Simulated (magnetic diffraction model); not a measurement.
**RbTi₂SbSe₂ below its ordering temperature**

Space group I-4m2 (no. 119), a = 4.2540 Å, c = 18.7530 Å.

| site | atom | x | y | z |
| --- | --- | --- | --- | --- |
| 2d | Sb | 1/2 | 0 | 1/4 |
| 2a | Rb | 0 | 0 | 0 |
| 4f | Se | 0 | 1/2 | 0.4317 |
| 4e | Ti | 1/2 | 1/2 | 0.1619 |

This is a made-up structure (elements placed in a structure type, unrelaxed), so the numbers test the method and describe no known phase.

Only Ti is taken to order (form factors of Ti3+); orders and moment sizes are assumed, and not adapted to the symmetry. Radiation: neutrons of λ = 2.41 Å, 3° to 70°; isotropic B of 0.21 Å² (Sb), 0.25 Å² (Rb), 0.18 Å² (Se) and 0.23 Å² (Ti). The intensities are simulated: I ∝ L Σ (|F_N|² + |F_M⊥|²) for unpolarised neutrons, with F_M = 2.695 fm/μB × Σ f(s) S exp(2πi Q·r) exp(−B s²) at Q = H ± k (one set where k and −k are equivalent), only the part normal to Q counting and L = 1/(sin²θ cos θ). For collinear order S is the moment m, which repeats by lattice and centring translations R with the sign exp(−2πi k·R). Form factors are spin-only for 3d ions and dipole or tabulated for f ions, scattering lengths are Sears's of 1992, and absorption is left out. A label names one of the reflections at its angle. The strongest nuclear line in the range is 100, and lines under 0.2 are left out.

Above the ordering temperature:

| 2θ (°) | index | I |
| --- | --- | --- |
| 14.77 | (0 0 2) | 87.7 |
| 29.79 | (0 0 4) | 20.8 |
| 33.77 | (1 0 1) | 36.3 |
| 40.08 | (1 0 3) | 100.0 |
| 45.35 | (0 0 6) | 16.1 |
| 47.23 | (1 1 0) | 38.9 |
| 49.76 | (1 1 2) | 4.4 |
| 50.72 | (1 0 5) | 23.2 |
| 56.84 | (1 1 4) | 8.0 |
| 64.22 | (1 0 7) | 20.5 |
| 67.56 | (1 1 6) | 36.4 |
| 69.02 | (2 0 0) | 22.3 |

Below it (cell unchanged):

```
2θ (°)      I
 14.77   89.5
 29.79   21.4
 33.77   37.1
 40.08  102.2
 45.35   16.6
 47.23   39.4
 49.76    4.6
 50.72   23.4
 56.84    8.2
 64.22   20.8
 67.56   36.8
 69.02   22.4
```

**Question.** Find the propagation vector, then choose among these models:
A. collinear moments along [001], 0.93 μB on Ti; signs + at (1/2, 1/2, 0.1619), − at (0, 0, 0.3381)
B. collinear moments along [001], 0.93 μB on Ti; signs + at (1/2, 1/2, 0.1619), + at (0, 0, 0.3381)
C. collinear moments along [100], 0.93 μB on Ti; signs + at (1/2, 1/2, 0.1619), + at (0, 0, 0.3381)
D. collinear moments along [100], 0.93 μB on Ti; signs + at (1/2, 1/2, 0.1619), − at (0, 0, 0.3381)

No line moves, and magnetic intensity falls on nuclear lines such as the one at 40.08°, so the magnetic cell equals the chemical primitive cell: k = 0.

Magnetic intensity, observed (below minus above) and for each model:

| 2θ (°) | index | observed | A | B | C | D |
| --- | --- | --- | --- | --- | --- | --- |
| 14.77 | (0 0 2) | 1.8 | <0.2 | <0.2 | 1.8 | 7.2 |
| 29.79 | (0 0 4) | 0.7 | <0.2 | <0.2 | 0.7 | 1.2 |
| 33.77 | (1 0 1) | 0.8 | 3.6 | 1.4 | 0.8 | 2.0 |
| 40.08 | (1 0 3) | 2.2 | <0.2 | 2.2 | 2.2 | <0.2 |
| 45.35 | (0 0 6) | 0.6 | <0.2 | <0.2 | 0.6 | <0.2 |
| 47.23 | (1 1 0) | 0.5 | <0.2 | 1.0 | 0.5 | <0.2 |
| 49.76 | (1 1 2) | 0.2 | 1.2 | 0.3 | 0.2 | 0.8 |
| 50.72 | (1 0 5) | 0.2 | 0.6 | 0.1 | 0.2 | 1.1 |

Model C matches.

The structure used: k = (0 0 0), collinear moments along [100], 0.93 μB on Ti; signs + at (1/2, 1/2, 0.1619), + at (0, 0, 0.3381).

[Logs are printed without paths, hosts, clocks, repeated set-up lines and the standing remarks that a program may print on its own settings, such as how far it seeks lower states.]
